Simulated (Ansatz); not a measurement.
Planning a run of Ansatz 0.2.0 on KMgF3 (Pm-3m). The input:

```yaml
crystal:
  lattice:
    - [3.9859, 0.0, 0.0]
    - [0.0, 3.9859, 0.0]
    - [0.0, 0.0, 3.9859]
  atoms:
    - { symbol: K, position: [0.5, 0.5, 0.5] }
    - { symbol: Mg, position: [0.0, 0.0, 0.0] }
    - { symbol: F, position: [0.5, 0.0, 0.0] }
    - { symbol: F, position: [0.0, 0.5, 0.0] }
    - { symbol: F, position: [0.0, 0.0, 0.5] }
kpoints:
  mp_grid: { grid: [4, 4, 4] }
  band_path:
    path: [[0.0, 0.0, 0.0], [0.0, 0.5, 0.0], [0.5, 0.5, 0.0], [0.5, 0.5, 0.5]]
    npoints: 1
hamiltonian:
  xc: pbe0
scf:
  occupations: { method: fixed }
  n_extra_bands: 5
output:
  forces: true
  stress: true
  eigenvalues: true
```

```sh
ansatz run input.yaml --threads 3 --pin off --max-ram 64512MiB --backend cuda --events-out ev --progress --plain --runs-dir out --devices 1 --max-vram 24GiB  # rebuilt from the run's record
```

How long will it take on 1 × NVIDIA H100 80GB HBM3 (shared by 3 runs) with 3 threads of AMD EPYC 7R13 (Zen 3), shared host, and how much memory?

It took 16 s; on shared hardware allow 7.9 s to 31 s. Peak host memory was 1.6 GiB. The sizes that set the cost: 1237 plane waves a state, 10 irreducible k points and 12 SCF cycles.

Exact exchange couples every pair of k points and filled bands, so it costs far more than a semilocal run.

[Paths, hosts, dates, memory and timing lines, banners, echoed tables and standing remarks are left out of the program output.]

[Logs are printed without paths, hosts, clocks, repeated set-up lines and the standing remarks that a program may print on its own settings, such as how far it seeks lower states.]

[Runs of the session that timed out or met a known fault of the program may be left out.]

[Cells called generated may have been cut or substituted from an entry of the Crystallography Open Database or the Materials Project.]

[Hosts, paths, dates, database ids (printed as entryN), source tags and the programs' standing remarks are cut or masked in the printed files.]
